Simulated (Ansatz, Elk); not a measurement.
## K3Sc: X-ray structure factors from the self-consistent density

Structure refinements treat a crystal as free atoms side by side. For a made-up structure of K3Sc (cell and positions from a r2SCAN relaxation) the runs below show what the calculated density changes in F(hkl).

Main program and level: Elk 11.2.3 (patched build); DFT, PBE, all-electron APW+lo, Dirac cores, scalar-relativistic bands, static density, no spin.

The structure was built from a prototype and need not be the compound's stable phase.

### Step 1. Starting point

The structure is cubic, space group Fm-3m (No. 225). The conventional cell has a = 9.601 Å, b = 9.601 Å, c = 9.601 Å, α = 90.00°, β = 90.00°, γ = 90.00°. Nearest to Sc lie 8 K at 4.16 Å. K has 8 K at 4.16 Å nearest. Nearest to K lie 4 Sc at 4.16 Å and 4 K at 4.16 Å. Farther neighbours are not listed.

### Step 2. Ground state and structure factors

An all-electron density is needed, since X-rays see the cores too. Task 0 finds the density and task 195 Fourier-transforms it; tshift is off so that phases refer to the origin typed.

Contents of elk.in:

```
tasks
  0
  195

xctype
  20

spinpol
  .false.

rgkmax
  7.0

gmaxvr
  14.0

lmaxo
  7

lmaxapw
  8

swidth
  0.002

tshift
  .false.

ramdisk
  .false.

hmaxvr
  5.5

maxscl
  120

epspot
  1e-06

sppath
  './'

avec
  -0.00000000000 9.07181835614 9.07181835614
  9.07181835614 -0.00000000000 9.07181835614
  9.07181835614 9.07181835614 -0.00000000000

atoms
  2
  'Sc.in'
  1
  -0.0000000000 0.0000000000 0.0000000000   0.000000 0.000000 0.000000
  'K.in'
  3
  0.5000000000 0.5000000000 0.5000000000   0.000000 0.000000 0.000000
  0.7500000000 0.7500000000 0.7500000000   0.000000 0.000000 0.000000
  0.2500000000 0.2500000000 0.2500000000   0.000000 0.000000 0.000000

ngridk
  4 4 4
```

Launch:

```
> OMP_NUM_THREADS=4 elk
```

Numbers of over 12 decimals in the logs are rounded to 6 here.

Log:

```text
┌─────────────────────────┐
│ Elk code version 11.2.3 │
└─────────────────────────┘

All units are atomic (Hartree, Bohr, etc.)

┌─────────────────────────────────────────────────┐
│ Ground-state run starting from atomic densities │
└─────────────────────────────────────────────────┘

Lattice vectors :
  -0.000000000       9.071818356       9.071818356
   9.071818356      -0.000000000       9.071818356
   9.071818356       9.071818356      -0.000000000

Reciprocal lattice vectors :
 -0.3463024203      0.3463024203      0.3463024203
  0.3463024203     -0.3463024203      0.3463024203
  0.3463024203      0.3463024203     -0.3463024203

Unit cell volume      :    1493.182987
Brillouin zone volume :   0.1661217785

Muffin-tin inner radius fraction :   0.1000000000E-01

Nuclei treated as point charges

Species : 1 (Sc)
 parameters loaded from : Sc.in
 name : scandium
 nuclear charge    :   -21.00000000
 electronic charge :    21.00000000
 atomic mass :    81949.61073
 muffin-tin radius :    2.400000000
 number of radial points in muffin-tin :    993
 inner part over the whole radius :   0.9898716403E-02
 number on inner part of muffin-tin    :    698
 approximate nuclear radius :   0.6711386133E-04
 number of mesh points to nuclear radius :    323
 atomic positions (lattice), magnetic fields (Cartesian) :
  1 :   0.00000000  0.00000000  0.00000000    0.00000000  0.00000000  0.00000000

Species : 2 (K)
 parameters loaded from : K.in
 name : potassium
 nuclear charge    :   -19.00000000
 electronic charge :    19.00000000
 atomic mass :    71271.84090
 muffin-tin radius :    2.400000000
 number of radial points in muffin-tin :    993
 inner part over the whole radius :   0.9891652203E-02
 number on inner part of muffin-tin    :    697
 approximate nuclear radius :   0.6514746337E-04
 number of mesh points to nuclear radius :    319
 atomic positions (lattice), magnetic fields (Cartesian) :
  1 :   0.50000000  0.50000000  0.50000000    0.00000000  0.00000000  0.00000000
  2 :  -0.25000000 -0.25000000 -0.25000000    0.00000000  0.00000000  0.00000000
  3 :   0.25000000  0.25000000  0.25000000    0.00000000  0.00000000  0.00000000

Total number of atoms per unit cell :    4
Total muffin-tin volume :    231.6233432
 ratio of muffin-tin to unit cell volume :   0.1551205345

Spin treatment :
 spin-unpolarised

Number of Bravais lattice symmetries :   48
Number of crystal symmetries         :   48
Crystal has inversion symmetry
Real symmetric eigensolver will be used

k-point grid :      4     4     4
k-point offset :    0.000000000       0.000000000       0.000000000
k-point set is reduced with full crystal symmetry group
Total number of k-points :        8

Muffin-tin radius times maximum |G+k| :    7.000000000
 using average radius
Maximum |G+k| for APW functions       :    2.916666667
Maximum (1/2)|G+k|²                   :    4.253472222
Maximum |G| for potential and density :    14.00000000
Constant for pseudocharge density :    8
 order of it for each species :   15  15
 order of it for pair densities of each species (exact exchange by exxq0 0: 16) :   10  10
Radial integration step length :    1

G-vector grid sizes :     60    60    60
Number of G-vectors :    69089

Maximum angular momentum used for
 APW functions            :    8
 outer part of muffin-tin :    7
 inner part of muffin-tin :    2

Total nuclear charge    :   -78.00000000
Total core charge       :    40.00000000
Total valence charge    :    38.00000000
Total excess charge     :    0.000000000
Total electronic charge :    78.00000000

Effective Wigner radius, rₛ :    1.659497517

Number of empty states         :     16
Total number of valence states :     36
Total number of core states    :     40

Third-order local-orbitals added for an l without core states : T
Total number of local-orbitals :     42

Exchange-correlation functional :     20     0     0
 Perdew-Burke-Ernzerhof, Phys. Rev. Lett. 77, 3865 (1996)
 gradient requirement :    1
[...]
Madelung                    :     -3064.7393666147
 xc potential                :     -180.74497807547
 exchange                    :     -136.00622512387
 correlation                 :     -3.119833
 electron entropic           :    -0.26484560309223E-02
 total energy                :     -2570.9319985862

Density of states at Fermi energy :    193.7214901
 (states/Hartree/unit cell)

Estimated indirect band gap :   0.1165907754E-02
 from k-point 5 to k-point 4
Estimated direct band gap   :   0.1015869087E-01
 at k-point 5

Charges :
 core                        :    40.00000000
 valence                     :    38.00000000
 interstitial                :    6.506119254
 muffin-tins (core leakage)
  species : 1 (Sc)
   atom 1                    :    18.80062744     ( -0.2163565078E-06)
  species : 2 (K)
   atom 1                    :    17.55464449     ( -0.1026957381E-06)
[...]
total in muffin-tins        :    71.49388075
 total calculated charge     :    77.99998823
 total charge                :    78.00000000
 error                       :   0.1177261836E-04

RMS change in Kohn-Sham potential (target) :   0.3337081975     (  0.1000000000E-05)
Absolute change in total energy (target)   :   0.1490366042     (  0.1000000000E-03)

[... loops 3 to 14 left out ...]

┌──────────────────┐
│ Loop number : 15 │
└──────────────────┘

Energies :
 Fermi                       :     0.51811221264772E-01
 sum of occupied eigenvalues :     -1501.0588217110
 electron kinetic            :      2589.4360362938
 core electron kinetic       :      2428.9398390546
 Coulomb                     :     -5020.7147976182
 Coulomb potential           :     -3910.3189998549
 nuclear-nuclear             :     -305.38555500266
 electron-nuclear            :     -5525.0341967599
 Hartree                     :      809.70495414429
 Madelung                    :     -3065.5552976908
 xc potential                :     -180.17585814991
 exchange                    :     -136.10321929165
 correlation                 :     -3.124355
 electron entropic           :    -0.32859786210067E-02
 total energy                :     -2570.5096218380

Density of states at Fermi energy :    237.6411927
 (states/Hartree/unit cell)

Estimated indirect band gap :   0.1049232344E-02
 from k-point 5 to k-point 4
Estimated direct band gap   :   0.8808291379E-02
 at k-point 5

Charges :
 core                        :    40.00000000
 valence                     :    38.00000000
 interstitial                :    6.330449328
 muffin-tins (core leakage)
  species : 1 (Sc)
[...]
species : 2 (K)
[...]
total in muffin-tins        :    71.66955067
 total calculated charge     :    77.99998745
 total charge                :    78.00000000
 error                       :   0.1255301908E-04

RMS change in Kohn-Sham potential (target) :   0.8511185827E-06 (  0.1000000000E-05)
Absolute change in total energy (target)   :   0.2662151337E-04 (  0.1000000000E-03)

Convergence targets achieved

┌──────────────────┐
│ Loop number : 16 │
└──────────────────┘

Energies :
 Fermi                       :     0.51811108571414E-01
 sum of occupied eigenvalues :     -1501.0588275562
 electron kinetic            :      2589.4360405791
 core electron kinetic       :      2428.9398392694
 Coulomb                     :     -5020.7148050440
 Coulomb potential           :     -3910.3189876559
 nuclear-nuclear             :     -305.38555500266
 electron-nuclear            :     -5525.0342238882
 Hartree                     :      809.70497384679
 Madelung                    :     -3065.5553112161
 xc potential                :     -180.17588047948
 exchange                    :     -136.10322058186
 correlation                 :     -3.124355
 electron entropic           :    -0.32860099797256E-02
 total energy                :     -2570.5096263254

Density of states at Fermi energy :    237.6437361
 (states/Hartree/unit cell)

Estimated indirect band gap :   0.1049323267E-02
 from k-point 5 to k-point 4
Estimated direct band gap   :   0.8808208106E-02
 at k-point 5

Charges :
 core                        :    40.00000000
 valence                     :    38.00000000
 interstitial                :    6.330447029
 muffin-tins (core leakage)
  species : 1 (Sc)
[...]
species : 2 (K)
   atom 1                    :    17.57502797     ( -0.1019277001E-06)
   atom 2                    :    17.58125141     ( -0.1018115405E-06)
   atom 3                    :    17.58125141     ( -0.1018115405E-06)
 total in muffin-tins        :    71.66955297
 total calculated charge     :    77.99998745
 total charge                :    78.00000000
 error                       :   0.1255312618E-04

┌──────────────────────────────┐
│ Self-consistent loop stopped │
└──────────────────────────────┘

Wrote STATE.OUT
```

Wall time 35 s (4 threads of Arm Neoverse V1, shared host); peak memory 0.26 GiB; 61 s of CPU time.

SFACRHO.OUT:

```text

h k l indices transformed by vhmat matrix:
   1.000000000       0.000000000       0.000000000    
   0.000000000       1.000000000       0.000000000    
   0.000000000       0.000000000       1.000000000    

      h      k      l  multipl.   |H|            Re(F)            Im(F)           |F|

      0      0      0      1   0.0000000       78.000001      0.78800605E-16   78.000001    
     -1     -1     -1      8  0.59981339       1.7582328     -0.51805192E-14   1.7582328    
      0     -1     -1      6  0.69260484       1.5850198      0.30439575E-14   1.5850198    
      1      1      2     12  0.97949116       62.570407     -0.68526817E-14   62.570407    
      2      1      0     24   1.1485552       1.3076044      0.51805192E-14   1.3076044    
      2      2      2      8   1.1996268       1.3295719     -0.89600034E-14   1.3295719    
      0     -2     -2      6   1.3852097       55.359613      0.63902632E-14   55.359613    
     -1      0      2     24   1.5094973       1.4171569      0.12951298E-13   1.4171569    
      2      1     -1     24   1.5487115       1.4237947     -0.23563240E-14   1.4237947    
     -3     -1      0     24   1.6965285       50.044246      0.51754205E-14   50.044246    
      0     -3     -2     24   1.7994402       1.4534771      0.12951298E-13   1.4534771    
      0      3      0      8   1.7994402       1.4680502     -0.15541557E-13   1.4680502    
      0     -2      2     12   1.9589823       45.954617     -0.33803094E-14   45.954617    
      2     -2     -1     48   2.0487527       1.4320312     -0.12951298E-14   1.4320312    
      0      3     -1     24   2.0778145       1.4230267      0.70257471E-14   1.4230267    
      0      3      3      6   2.0778145       1.4133111     -0.77831832E-14   1.4133111    
     -1     -4     -3     24   2.1902088       42.748356      0.98176284E-14   42.748356    
     -1     -1      3     24   2.2708568       1.3551952      0.12951298E-14   1.3551952
```

Elk indexes on the primitive cell of elk.in and gives |H| = 4π sin θ/λ in inverse bohr. Below, one row stands for each form hkl of the conventional cell (m members, Friedel mates merged), F is for one primitive cell and the density is static (no thermal factor). Free-atom factors are Waasmaier and Kirfel's, and R is Σm||F|−|F'||/Σm|F|.

| hkl | m | sin θ/λ (Å⁻¹) | abs F, DFT | neutral atoms | diff. |
| --- | --- | --- | --- | --- | --- |
| 111 | 8 | 0.090 | 1.758 | 1.690 | +0.068 |
| 200 | 6 | 0.104 | 1.585 | 1.595 | -0.010 |
| 220 | 12 | 0.147 | 62.570 | 62.710 | -0.140 |
| 311 | 24 | 0.173 | 1.308 | 1.387 | -0.079 |
| 222 | 8 | 0.180 | 1.330 | 1.390 | -0.060 |
| 400 | 6 | 0.208 | 55.360 | 55.323 | +0.037 |
| 331 | 24 | 0.227 | 1.417 | 1.442 | -0.025 |
| 420 | 24 | 0.233 | 1.424 | 1.448 | -0.024 |
| 422 | 24 | 0.255 | 50.044 | 49.972 | +0.072 |
| 511 | 24 | 0.271 | 1.454 | 1.467 | -0.013 |
| 333 | 8 | 0.271 | 1.468 | 1.467 | +0.002 |
| 440 | 12 | 0.295 | 45.955 | 45.886 | +0.069 |
| 531 | 48 | 0.308 | 1.432 | 1.434 | -0.002 |
| 442 | 24 | 0.312 | 1.423 | 1.427 | -0.004 |
| 600 | 6 | 0.312 | 1.413 | 1.427 | -0.014 |
| 620 | 24 | 0.329 | 42.748 | 42.684 | +0.064 |
| 533 | 24 | 0.342 | 1.355 | 1.362 | -0.007 |
| 622 | 24 | 0.345 | 1.344 | 1.351 | -0.007 |
| 444 | 8 | 0.361 | 40.209 | 40.133 | +0.076 |
| 711 | 24 | 0.372 | 1.263 | 1.268 | -0.006 |
| 551 | 24 | 0.372 | 1.266 | 1.268 | -0.003 |
| 640 | 24 | 0.376 | 1.253 | 1.256 | -0.003 |

### Step 3. The highest occupied states alone

An energy window below the Fermi level keeps the highest occupied states, to see at which angles they scatter; shallow core shells can lie inside it and anion s states outside. No new self-consistency is needed.

elk.in, as its differences from that of step 2:

```diff
@@ -1,3 +1,2 @@
 tasks
-  0
   195
@@ -40,2 +39,5 @@
 
+wsfac
+  -0.315680 0.351810
+
 sppath
```

Launch:

```
> OMP_NUM_THREADS=4 elk
```

Log:

```text
┌─────────────────────────────────┐
│ Elk code version 11.2.3 started │
└─────────────────────────────────┘

Info(readinput): the functional depends on the density's gradient
 muffin-tin radial points multiplied by    2.00000
 (not where nrmtscf is given)

┌────────────────────┐
│ Current task : 195 │
└────────────────────┘

Info(sfacrho): density structure factors written to SFACRHO.OUT

 Energy window :  -0.3156800000      0.3518100000

┌──────────────────┐
│ Elk code stopped │
└──────────────────┘
```

Run time: 20 s. Hardware: 4 threads; peak memory 0.18 GiB.

States within 10 eV below the Fermi level hold 6.00 electrons; any levels below the window count with the cores. Their amplitudes can exceed the total, where window and core parts have opposite phase:

| hkl | sin θ/λ (Å⁻¹) | abs F, window | abs F, all |
| --- | --- | --- | --- |
| 111 | 0.090 | 1.413 | 1.758 |
| 200 | 0.104 | 1.136 | 1.585 |
| 220 | 0.147 | 0.431 | 62.570 |
| 311 | 0.173 | 0.390 | 1.308 |
| 222 | 0.180 | 0.355 | 1.330 |
| 400 | 0.208 | 0.337 | 55.360 |
| 331 | 0.227 | 0.238 | 1.417 |
| 420 | 0.233 | 0.214 | 1.424 |
| 422 | 0.255 | 0.319 | 50.044 |
| 511 | 0.271 | 0.179 | 1.454 |

[end of part 1 of 2]

[Logs are printed without paths, hosts, clocks, repeated set-up lines and the standing remarks that a program may print on its own settings, such as how far it seeks lower states.]

[Hosts, paths, dates, database ids (printed as entryN), source tags and the programs' standing remarks are cut or masked in the printed files.]
